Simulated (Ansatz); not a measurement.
**Li2NiCl4: screened interactions by constrained RPA**

How strongly does the rest of the crystal screen the Ni shell of Li2NiCl4?

Main program and level: Ansatz 0.2.0; PBEsol, without spin polarisation; plane waves, no spin–orbit coupling.

## Step 1: Set-up

Symmetry: Cmmm, No. 65, orthorhombic system. Conventional cell: a = 7.342 Å, b = 10.314 Å, c = 3.578 Å, α = 90.00°, β = 90.00°, γ = 90.00°. Nearest to Li lie 6 Cl at 2.57 to 2.58 Å. Nearest to Ni lie 6 Cl at 2.43 to 2.44 Å. Cl has 2 Ni at 2.44 Å and 2 Li at 2.58 Å nearest. Nearest to Cl lie 1 Ni at 2.43 Å and 4 Li at 2.57 Å. invented: Li2MnBr4 (Cmmm) with Cl for Br, Ni for Mn. Farther neighbours and most contacts between anions are not listed.

Coordinates:

```cif
data_structure
_symmetry_space_group_name_H-M 'Cmmm'
_symmetry_Int_Tables_number 65
_cell_length_a 7.3420
_cell_length_b 10.3143
_cell_length_c 3.5778
_cell_angle_alpha 90.000
_cell_angle_beta 90.000
_cell_angle_gamma 90.000
_cell_volume 270.94
loop_
_atom_site_label
_atom_site_type_symbol
_atom_site_symmetry_multiplicity
_atom_site_Wyckoff_symbol
_atom_site_fract_x
_atom_site_fract_y
_atom_site_fract_z
_atom_site_occupancy
Li1 Li 4 f 0.25000 0.75000 0.50000 1
Ni1 Ni 2 a 0.00000 0.00000 0.00000 1
Cl1 Cl 4 h 0.77334 0.00000 0.50000 1
Cl2 Cl 4 i 0.50000 0.73586 0.00000 1
```

This cell was built for the study (invented: Li2MnBr4 (Cmmm) with Cl for Br, Ni for Mn), not taken from an experiment; the compound need not form in this structure.

The cell was relaxed beforehand in Ansatz under PBE with U = 3.9 eV on Ni d, ortho-atomic projectors, from parallel moments.

## Step 2: Ground state and band groups

Constrained RPA removes the screening that the model will treat itself, so the target bands must be set apart from the rest. This run gives the bands on the mesh of the screening.

The input, input.yaml:

```yaml
crystal:
  lattice:
    - [3.670988302, -5.157139256, 0.0]
    - [3.670988302, 5.157139256, 0.0]
    - [0.0, 0.0, 3.577793728]
  atoms:
    - { symbol: Li, position: [0.5, 0.0, 0.5] }
    - { symbol: Li, position: [0.0, 0.5, 0.5] }
    - { symbol: Ni, position: [0.0, 0.0, 0.0] }
    - { symbol: Cl, position: [0.773342472, 0.773342472, 0.5] }
    - { symbol: Cl, position: [0.226657528, 0.226657528, 0.5] }
    - { symbol: Cl, position: [0.764136586, 0.235863414, 0.0] }
    - { symbol: Cl, position: [0.235863414, 0.764136586, 0.0] }
kpoints:
  mp_grid: { grid: [4, 4, 6] }
hamiltonian:
  xc: pbesol
scf:
  occupations: { method: fermi_dirac, width: 0.1 }
  n_extra_bands: 16
output:
  eigenvalues: true
  hubbard:
    sites: [{ species: Ni, l: d }, { species: Cl, l: p }]
    band_weights: true
  write_density: true
  write_potential: true
  elf: true
  volumetric_format: npy
magnetization:
  spin_polarized: false
```

Started as:

```bash
$ ansatz run input.yaml --threads 4 --pin off --max-ram 8192MiB --backend cpu --events-out ev --progress --plain --runs-dir out
```

Numbers of over 12 decimals in the logs are rounded to 6 here.

The program printed:

```text
scf.n_extra_bands = 16 over 26 filled bands (N_el = 52.0): the run solves 42 bands
Engine: ansatz 0.2.0, aarch64-unknown-linux-gnu
Pseudopotentials: kind: paw
Pseudopotential: Li, paw, valence charge 3, recommended cutoff 420 eV (normal), Li.paw.azcp
Pseudopotential: Ni, paw, valence charge 18, recommended cutoff 420 eV (normal), Ni.paw.azcp
Pseudopotential: Cl, paw, valence charge 7, recommended cutoff 420 eV (normal), Cl.paw.azcp
Functional definition: PBEsol
  exchange = pbesol_x
  correlation = pbesol_c
Crystal: 7 atoms, lattice volume = 135.468 Å³
Basis set: ecut = 420 eV, 2631 PW (Γ)
Bands: 42, of which v1, the nominal top of the filled ones, is band 26 counted from 1 (25 counted from 0)
Symmetry: 8 space group operations
Space group: Cmmm (ITA 65), of the structure as read, at distance tolerance 5.1e-5 Å
k-points: 28 of 96
Non-local potential: Li, projectors of the file, l = 0: 3, l = 1: 2, l = 2: 1
Non-local potential: Ni, projectors of the file, l = 0: 3, l = 1: 2, l = 2: 3, l = 3: 1
Non-local potential: Cl, projectors of the file, l = 0: 2, l = 1: 2, l = 2: 2
PAW form: soft (Blöchl's): semilocal exchange-correlation on the pseudo side does not see the compensation charge
PAW frozen core: Ni, regenerated for the run's functional, and the local potential with it (the file was generated under x = pbe(κ = 0.804, μ = 0.219515), c = pbe(β = 0.066725))
PAW frozen core: Cl, regenerated for the run's functional, and the local potential with it (the file was generated under x = pbe(κ = 0.804, μ = 0.219515), c = pbe(β = 0.066725))
PAW one-centre angular grid: Li, 110 points (default); XC on 64 Gauss nodes
PAW one-centre angular grid: Ni, 590 points (default); XC on 64 Gauss nodes
PAW one-centre angular grid: Cl, 110 points (default); XC on 64 Gauss nodes
Initial density: superposition of atomic densities (neutral atoms: chi_scale 0, normalization atom), corrected by the library's trained network
Initial wavefunctions: pseudopotential atomic-orbital guess
Functional: x = pbesol(κ = 0.804, μ = 0.123457), c = pbesol(β = 0.046)
SCF iter   1: F=—  HF=-10462.663675 eV  |F-HF|=—  |Δ(HF+E_count)|=         —  Δρ=4.85e-3  dr2=3.76e-2  ethr=1.77e-3  ⟨swp⟩=5.6  Hψ=5023  notcnv=0  defer=148
preconditioner: auto → LDOS  [metal: Δε(μ)=0.003 eV  Ē_g=12.786 eV  σ=0.100 eV  W_gap=0.01  n_scr=30 (ndim 8)  ℏωp=20.2 eV  f_vac=0.065  D(μ)=7.78/eV (n_scr^D=80)  β→1.0]
SCF iter   2: F=—  HF=-10462.661609 eV  |F-HF|=—  |Δ(HF+E_count)|=   2.07e-3  Δρ=7.61e-3  dr2=3.80e-2  ethr=7.23e-5  ⟨swp⟩=2.0  Hψ=2229  notcnv=0  defer=266
SCF iter   3: F=—  HF=-10462.652623 eV  |F-HF|=—  |Δ(HF+E_count)|=   8.99e-3  Δρ=4.94e-3  dr2=8.08e-3  ethr=7.23e-5  ⟨swp⟩=2.0  Hψ=1627  notcnv=0  defer=266
[...]
SCF iter   8: F=—  HF=-10462.651220 eV  |F-HF|=—  |Δ(HF+E_count)|=   3.03e-5  Δρ=1.75e-4  dr2=4.25e-5  ethr=7.17e-7  ⟨swp⟩=2.0  Hψ=951  notcnv=0  defer=266
SCF iter   9: F=—  HF=-10462.651223 eV  |F-HF|=—  |Δ(HF+E_count)|=   2.89e-6  Δρ=4.79e-5  dr2=3.53e-6  ethr=8.18e-8  ⟨swp⟩=1.9  Hψ=971  notcnv=0  defer=265
SCF iter  10: F=—  HF=-10462.651223 eV  |F-HF|=—  |Δ(HF+E_count)|=   2.52e-7  Δρ=1.93e-5  dr2=6.92e-7  ethr=6.79e-9  ⟨swp⟩=2.3  Hψ=1494  notcnv=0  defer=265
SCF iter  11: F=—  HF=-10462.651223 eV  |F-HF|=—  |Δ(HF+E_count)|=   1.60e-8  Δρ=1.26e-5  dr2=2.56e-7  ethr=1.33e-9  ⟨swp⟩=2.0  Hψ=1245  notcnv=0  defer=265
SCF iter  12: F=-10462.651223 eV  HF=-10462.651223 eV  |F-HF|=3.00e-8  |Δ(HF+E_count)|=   4.79e-8  Δρ=3.95e-6  dr2=3.45e-8  ethr=1.92e-10  ⟨swp⟩=8.4  Hψ=4750  notcnv=0
SCF 1 converged in 12 iterations: F = -10462.651223 eV  dr2 = 3.45e-8
[...]
SCF converged after 12 iterations
Free energy (F): -10462.651223 eV
Harris-Foulkes:  -10462.651223 eV  (|F-HF|=3.00e-8)
Internal energy: -10462.419036 eV  (E = F + TS)
E sigma→0 (E₀):  -10462.535130 eV
Entropy (-TS):   -0.232187 eV (-33.170 meV/atom)
Fermi energy:    4.070438 eV
--- Per-component energies (eV) ---
  E_band       = -763.565101
  E_kinetic    = 963.430958
  E_local      = -7501.745032  (includes V_loc(G=0)·N_el)
  E_nonlocal   = 695.187196
  E_hartree    = 3121.576011
  E_xc         = -525.643386
  E_vxc        = -617.177430  (∫ρ·V_xc dr)
  E_paw        = -4207.103821  (= ΣΔE_a)
  E_vpaw       = -546.424378  (= ΣTr[D̂ρ^β])
  E_aug_tail   = 0.000873  (compensation charges beyond the density's cutoff)
  E_ewald      = -3008.632852
  E_core_change = 0.511017  (= ΣΔE_core)
  E_smearing   = -0.232187  (= −TS)
  E_closure    = -0.000000  (closes the sum)
  Σ components = -10462.651223   (vs F -10462.651223, Δ=0.00e0)
--- Band table (eV; the first three rows and the last of 28) ---
  k-point 0: bands = [... 22 lower, 2.7952, 3.1357, 3.1580, 4.2369, 4.2652, 7.8027, 9.1005, 9.2022, ... 12 higher]
  k-point 1: bands = [... 22 lower, 3.0239, 3.0996, 3.1156, 4.0168, 4.1770, 8.5347, 9.5721, 9.8669, ... 12 higher]
  k-point 2: bands = [... 22 lower, 3.0063, 3.1045, 3.1674, 3.9731, 4.0612, 9.6481, 9.7916, 11.0278, ... 12 higher]
  k-point 27: bands = [... 22 lower, 3.0446, 3.0603, 3.0833, 4.2041, 4.2522, 8.4460, 8.8799, 9.4203, ... 12 higher]
--- Occupation matrices: 5 shells (Löwdin-built; ε = 2.00e-2, provisional) ---
  Ni2 d_3D: site group D2h (mmm)
  Ni2 d_3D -      Tr n = 4.3297  λ = 0.672 0.697 0.977 0.991 0.992  [x2-y2 0.74 (Eg 1.00) Ag(1.00) | xz 1.00 (Eg 1.00) B2g(1.00) | 3× yz 0.33 (T2g 1.00) Ag(0.33)]
  Cl3 p_3P: site group C2v (mm2)
  Cl3 p_3P -      Tr n = 2.7504  λ = 0.883 0.906 0.962  [z 1.00 B1(1.00) | x 1.00 A1(1.00) | y 1.00 B2(1.00)]
  Cl4 p_3P: site group C2v (mm2)
  Cl4 p_3P -      Tr n = 2.7504  λ = 0.883 0.906 0.962  [z 1.00 B1(1.00) | x 1.00 A1(1.00) | y 1.00 B2(1.00)]
  Cl5 p_3P: site group C2v (mm2)
  Cl5 p_3P -      Tr n = 2.8096  λ = 0.890 0.959 0.961  [y 1.00 A1(1.00) | 2× z 0.50 B1(0.50)]
  Cl6 p_3P: site group C2v (mm2)
  Cl6 p_3P -      Tr n = 2.8096  λ = 0.890 0.959 0.961  [y 1.00 A1(1.00) | 2× z 0.50 B1(0.50)]
  Tr n, λ and their labels are of the run-group-symmetrised matrices; stabiliser: 16 of 16 elements of G0×{1,Θ} (closed), max defect 1.2e-15 at τ = 4.2e-3
```

Wall time 3.4 s (4 threads of Arm Neoverse V1, shared host); peak memory 0.51 GiB; 12 s of CPU time.

The column dr2 measures how far the density is from self-consistency, as an energy; F and HF (Harris–Foulkes) agree once it is small.

Groups of bands that stay apart from their neighbours at every point of the mesh, lie near the Fermi energy and have the count of the wanted orbitals are tried as targets.

Valence density in the ab plane of the conventional cell at fractional z = 0.500, with atoms of Li and Cl within 0.2 Å of it. It is the smooth field of the valence electrons, not physical close to the nuclei.

Values in e/Å³, 13 rows by 16 columns, each cell a mean:
```
0.1 0.3 1.1 1.3 1.4 0.7 0.2 0.0 0.0 0.1 0.5 1.3 1.3 1.3 0.6 0.1
0.0 0.1 0.2 0.3 0.3 0.1 0.0 0.0 0.0 0.0 0.1 0.2 0.3 0.2 0.1 0.0
0.1 0.0 0.1 1.1 1.8 0.2 0.0 0.0 0.0 0.0 0.1 1.1 1.8 0.2 0.0 0.0
0.0 0.0 0.1 2.2 3.7 0.4 0.0 0.1 0.1 0.0 0.1 2.2 3.7 0.4 0.0 0.0
0.0 0.0 0.1 0.1 0.1 0.1 0.1 0.0 0.0 0.1 0.1 0.1 0.1 0.1 0.0 0.0
0.0 0.1 0.3 0.9 1.2 1.0 0.4 0.1 0.1 0.2 0.7 1.2 1.1 0.5 0.1 0.0
0.0 0.1 0.6 1.6 0.8 1.5 0.8 0.2 0.1 0.5 1.4 0.9 1.4 1.0 0.2 0.0
0.0 0.1 0.2 0.7 1.0 0.7 0.3 0.1 0.1 0.2 0.5 0.9 0.8 0.4 0.1 0.0
0.0 0.0 0.0 0.1 0.1 0.1 0.0 0.0 0.0 0.0 0.1 0.1 0.1 0.1 0.0 0.0
0.1 0.0 0.1 2.8 4.7 0.5 0.0 0.1 0.1 0.0 0.1 2.8 4.7 0.5 0.0 0.1
0.0 0.0 0.1 0.4 0.7 0.1 0.0 0.0 0.0 0.0 0.0 0.4 0.7 0.1 0.0 0.0
0.0 0.1 0.3 0.5 0.4 0.2 0.1 0.0 0.0 0.0 0.1 0.3 0.5 0.4 0.2 0.1
0.1 0.4 1.3 1.1 1.4 0.9 0.2 0.0 0.0 0.1 0.5 1.5 1.1 1.4 0.7 0.2
```
Columns run along a (7.3 Å), rows up along b (10.3 Å), edges of the conventional cell, whose origin can differ from the input's. Atoms in or near the plane, at fractional coordinates: Li at (0.25, 0.75), Li at (0.75, 0.25), Li at (0.25, 0.25), Li at (0.75, 0.75), Cl at (0.27, 0.50), Cl at (0.77, 0.00), Cl at (0.23, 0.00), Cl at (0.73, 0.50).

ELF in the ab plane of the conventional cell at fractional z = 0.500, with atoms of Li and Cl within 0.2 Å of it. It is the smooth field of the valence electrons, not physical close to the nuclei.

Values, 13 rows by 16 columns, each cell a mean:
```
0.12 0.54 0.80 0.72 0.81 0.86 0.61 0.12 0.04 0.42 0.81 0.86 0.72 0.79 0.69 0.23
0.03 0.13 0.39 0.58 0.59 0.44 0.16 0.02 0.01 0.08 0.34 0.56 0.60 0.48 0.22 0.05
0.04 0.03 0.04 0.37 0.48 0.13 0.02 0.04 0.04 0.03 0.04 0.39 0.48 0.12 0.03 0.04
0.05 0.03 0.06 0.63 0.75 0.21 0.03 0.05 0.05 0.04 0.06 0.61 0.75 0.22 0.02 0.04
0.02 0.04 0.17 0.33 0.37 0.28 0.10 0.03 0.02 0.06 0.21 0.35 0.36 0.24 0.07 0.02
0.03 0.33 0.74 0.87 0.83 0.80 0.59 0.17 0.09 0.44 0.76 0.82 0.86 0.82 0.51 0.08
0.05 0.51 0.84 0.81 0.50 0.72 0.76 0.29 0.15 0.63 0.79 0.52 0.70 0.87 0.69 0.15
0.02 0.24 0.65 0.84 0.84 0.77 0.49 0.13 0.06 0.34 0.70 0.83 0.85 0.75 0.40 0.06
0.02 0.03 0.08 0.21 0.26 0.15 0.06 0.03 0.03 0.04 0.11 0.23 0.25 0.12 0.04 0.02
0.05 0.04 0.08 0.76 0.89 0.27 0.03 0.05 0.05 0.04 0.08 0.75 0.90 0.27 0.03 0.05
0.03 0.03 0.05 0.25 0.32 0.08 0.02 0.03 0.03 0.03 0.04 0.25 0.32 0.09 0.03 0.03
0.04 0.21 0.54 0.72 0.74 0.59 0.25 0.03 0.01 0.14 0.48 0.71 0.75 0.63 0.33 0.07
0.13 0.60 0.80 0.62 0.75 0.87 0.66 0.14 0.04 0.47 0.83 0.84 0.61 0.75 0.73 0.26
```
Columns run along a (7.3 Å), rows up along b (10.3 Å), edges of the conventional cell, whose origin can differ from the input's. Atoms in or near the plane, at fractional coordinates: Li at (0.25, 0.75), Li at (0.75, 0.25), Li at (0.25, 0.25), Li at (0.75, 0.75), Cl at (0.27, 0.50), Cl at (0.77, 0.00), Cl at (0.23, 0.00), Cl at (0.73, 0.50).

## Step 3: Target: d shell, bands v4 to c1 (loose bound)

The whole shell is the model, so no transition inside it screens. The screening is solved for all empty bands at once, to a loose bound.

Edit input.yaml of step 2 so:

```diff
@@ -22,9 +22,7 @@
   eigenvalues: true
-  hubbard:
-    sites: [{ species: Ni, l: d }, { species: Cl, l: p }]
-    band_weights: true
-  write_density: true
-  write_potential: true
-  elf: true
-  volumetric_format: npy
+  crpa:
+    kmesh: [4, 4, 6]
+    target_bands: [v4, c1]
+    projections: [{ species: Ni, l: d }]
+    accuracy: low
 magnetization:
```

The program printed:

```text
[...]
Crystal: 7 atoms, lattice volume = 135.468 Å³
Basis set: ecut = 420 eV, 2631 PW (Γ)
Bands: 42, of which v1, the nominal top of the filled ones, is band 26 counted from 1 (25 counted from 0)
Symmetry: 8 space group operations
[...]
k-points: 28 of 96
[...]
SCF iter   1: F=—  HF=-10462.663673 eV  |F-HF|=—  |Δ(HF+E_count)|=         —  Δρ=4.85e-3  dr2=3.76e-2  ethr=1.77e-3  ⟨swp⟩=5.6  Hψ=5023  notcnv=0  defer=148
[...]
SCF iter  12: F=-10462.651223 eV  HF=-10462.651223 eV  |F-HF|=3.01e-8  |Δ(HF+E_count)|=   4.79e-8  Δρ=3.95e-6  dr2=3.45e-8  ethr=1.92e-10  ⟨swp⟩=8.4  Hψ=4750  notcnv=0
SCF 1 converged in 12 iterations: F = -10462.651223 eV  dr2 = 3.45e-8
[...]
NSCF: frozen V_eff on 28 k-points
[...]
cRPA screening: q 1/96
cRPA screening: q 2/96
cRPA screening: q 4/96 (q-point 3)
cRPA screening: q 6/96 (q-point 4)
cRPA screening: q 7/96
cRPA screening: q 11/96 (q-point 8)
cRPA screening: q 19/96 (q-point 9)
cRPA screening: q 27/96 (q-point 10)
cRPA screening: q 31/96 (q-point 13)
cRPA screening: q 33/96 (q-point 14)
cRPA screening: q 37/96 (q-point 15)
[...]
cRPA screening: q 91/96 (q-point 61)
cRPA screening: q 92/96 (q-point 62)
cRPA screening: q 94/96 (q-point 63)
cRPA screening: q 96/96 (q-point 64)
SCF converged after 12 iterations
Free energy (F): -10462.651223 eV
[...]
Internal energy: -10462.419036 eV  (E = F + TS)
E sigma→0 (E₀):  -10462.535130 eV
Entropy (-TS):   -0.232187 eV (-33.170 meV/atom)
Fermi energy:    4.070438 eV
[...]
--- Band table (eV; the first three rows and the last of 28) ---
  k-point 0: bands = [... 22 lower, 2.7952, 3.1357, 3.1580, 4.2369, 4.2652, 7.8027, 9.1005, 9.2022, ... 12 higher]
  k-point 1: bands = [... 22 lower, 3.0239, 3.0996, 3.1156, 4.0168, 4.1770, 8.5347, 9.5721, 9.8669, ... 12 higher]
  k-point 2: bands = [... 22 lower, 3.0063, 3.1045, 3.1674, 3.9731, 4.0612, 9.6481, 9.7916, 11.0278, ... 12 higher]
  k-point 27: bands = [... 22 lower, 3.0446, 3.0603, 3.0833, 4.2041, 4.2522, 8.4460, 8.8799, 9.4203, ... 12 higher]
--- cRPA (band scheme, projected local orbitals): target bands 23..27 (1-based), 5 Wannier function(s), 4×4×6 mesh, 54 bands' worth read of 59 solved, ecut_chi 136.0 eV, v(q+G=0) probe_charge, pair densities all_electron ---
  χ-basis size per q: N_G = 472..506
  window electrons = 8.0000, filled by tetrahedron_uncorrected; constrained ε̄⁻¹(q = 0, 0) head = 0.305217; min gauge Gram eig = 0.5915
  Kanamori averages over each shell's own Wannier functions (sites counted from 0, functions from 1):
    Site 2, 3D, 5 of 5 d orbitals (Wannier functions 1, 2, 3, 4, 5; wannier90's mr 1, 2, 3, 4, 5):
      screened: U = 4.6528 eV, U' = 3.5850 eV, J = 0.5191 eV
      screened d-shell averages: U_bar = F0 = 3.7985 eV, J_bar = 0.7327 eV
      screened, to within: U = 8.9e-2 eV, U' = 8.8e-2 eV, J = 7.6e-3 eV
      screened d-shell averages, to within: U_bar = 7.6e-2 eV, J_bar = 1.1e-2 eV
      bare: V = 19.8430 eV, V' = 18.4086 eV, J = 0.6631 eV
      bare d-shell averages: V_bar = F0 = 18.6955 eV, J_bar = 0.9500 eV
  Hermiticity witness max|P − P†| over intra, direct and exchange elements: 1.95e-14 eV (screened), 2.79e-22 eV (bare)
  Reality witness max|Im| over intra, direct and exchange elements: 1.78e-18 eV (screened), 7.06e-18 eV (bare)
```

Wall time 16 min (4 threads); peak memory 0.91 GiB.

On average 80 % of these bands' weight lies on the d shell and 19 % on ligand p.

crpa.toml:

```text
format = "ansatz-crpa/5"
scheme = "band"
gauge = "projected_orbitals"
pair_densities = "all_electron"
channels = "unpolarised"
target_bands = [23, 27] # 1-based inclusive; [v4, c1]
n_wann = 5
kmesh = [4, 4, 6]
coulomb_singularity = "probe_charge" # how the value at q + G = 0 is made
n_bands = 54 # of the sum over states
n_bands_solved = 59 # n_bands and the guard bands above it
multiplets_cut = [] # where n_bands ends inside a multiplet, whose members the sum reads at an even weight
ecut_chi_ev = 136.0 # of the sum over states
n_g_chi_min = 472 # of the sum over states
n_g_chi_max = 506 # of the sum over states
occupation_method = "tetrahedron_uncorrected" # the fill of the pass's bands
window_electrons = 8.0
eps_inv_head = 0.30521738589163566 # over all bands where the run has bounds, under no bound itself
head_ev = 0.5269262505224384 # what the value at q + G = 0 adds to the screened u_ev, u_prime_ev and u_bar_ev
gauge_min_gram_eig = 0.5915305017460557
accuracy = "low"
bounded_pairs = "on_site"
relative_bound_asked = 0.05 # of a bounded pair's interaction with itself less a negative term about q + G = 0
relative_bound = 0.02818083884014315 # the widest that a transfer ended at; inf where a lower bound tells none
atom_cut_share = 0.01280303303412534 # the most of relative_bound that the cut of the atoms' weakest response takes off q + G = 0
n_iterations_per_q = [2, 2, 2, 2, 2, 2, 2, 2, 2, 2, 2, 2, 2, 2, 2, 2, 2, 2, 2, 2, 2, 2, 2, 2, 2, 2, 2, 2, 2, 2, 2, 2, 2, 2, 2, 2, 2, 2, 2, 2, 2, 2, 2, 2, 2, 2, 2, 2, 2, 2, 2, 2, 2, 2, 2, 2, 2, 2, 2, 2, 2, 2, 2, 2, 2, 2, 2, 2, 2, 2, 2, 2, 2, 2, 2, 2, 2, 2, 2, 2, 2, 2, 2, 2, 2, 2, 2, 2, 2, 2, 2, 2, 2, 2, 2, 2] # Sternheimer iterations of each transfer, or of the one that it is turned from
solved_q = [0, 1, 2, 3, 6, 7, 8, 9, 12, 13, 14, 15, 30, 31, 32, 33, 36, 37, 38, 39, 42, 43, 44, 45, 60, 61, 62, 63] # counted from 0 in that order: the transfers that were solved themselves
n_responses = 1672 # of points of the mesh and spins, over the transfers in solved_q
omitted_band_gap_ev = 14.828959196258793 # the levels above the bands read over the highest of their spin channel that holds electrons, at the least
largest_band_residual_ev = 6.059366691661139e-6
dielectric_floor = 0.9439841557894403 # under the dielectric matrices' eigenvalues off q + G = 0

[[shells]]
site = 2 # counted from 0, as a deck's `site` is
l = "d"
label = "3D" # of the pseudo-atomic shell
wannier_functions = [1, 2, 3, 4, 5] # counted from 1, as the tensor files' indices are
mr = [1, 2, 3, 4, 5] # each function's real harmonic by wannier90's number, 1 to 2l+1, in the order of wannier_functions

[shells.screened]
u_ev = 4.652842073140613
u_prime_ev = 3.5849616525608567
j_ev = 0.5191321617723501
u_bar_ev = 3.7985377366768076
j_bar_ev = 0.7327082458883014

[shells.screened_half_width]
u_ev = 0.08834834595509791
u_prime_ev = 0.08771930115707385
j_ev = 0.007516631550316404
u_bar_ev = 0.07580947223893823
j_bar_ev = 0.010651349979356321

[shells.bare]
v_ev = 19.843041795514086
v_prime_ev = 18.408565657499096
j_ev = 0.6630994039226119
v_bar_ev = 18.695460885102094
j_bar_ev = 0.9499946315256098
```

| shell | U (eV) | U′ (eV) | J (eV) | bare U (eV) | bare J (eV) |
| --- | --- | --- | --- | --- | --- |
| Ni3 d | 4.65 | 3.58 | 0.52 | 19.84 | 0.66 |

[end of part 1 of 2]

[Logs and program files are shortened in this print: banners, set-up blocks, solver, clock and traceback lines can be left out without a mark of their own.]

[Logs are printed without paths, hosts, clocks, repeated set-up lines and the standing remarks that a program may print on its own settings, such as how far it seeks lower states.]

[Hosts, paths, dates, database ids (printed as entryN), source tags and the programs' standing remarks are cut or masked in the printed files.]

[Where a cell is said to come from a database of computed structures, the database is the Materials Project.]
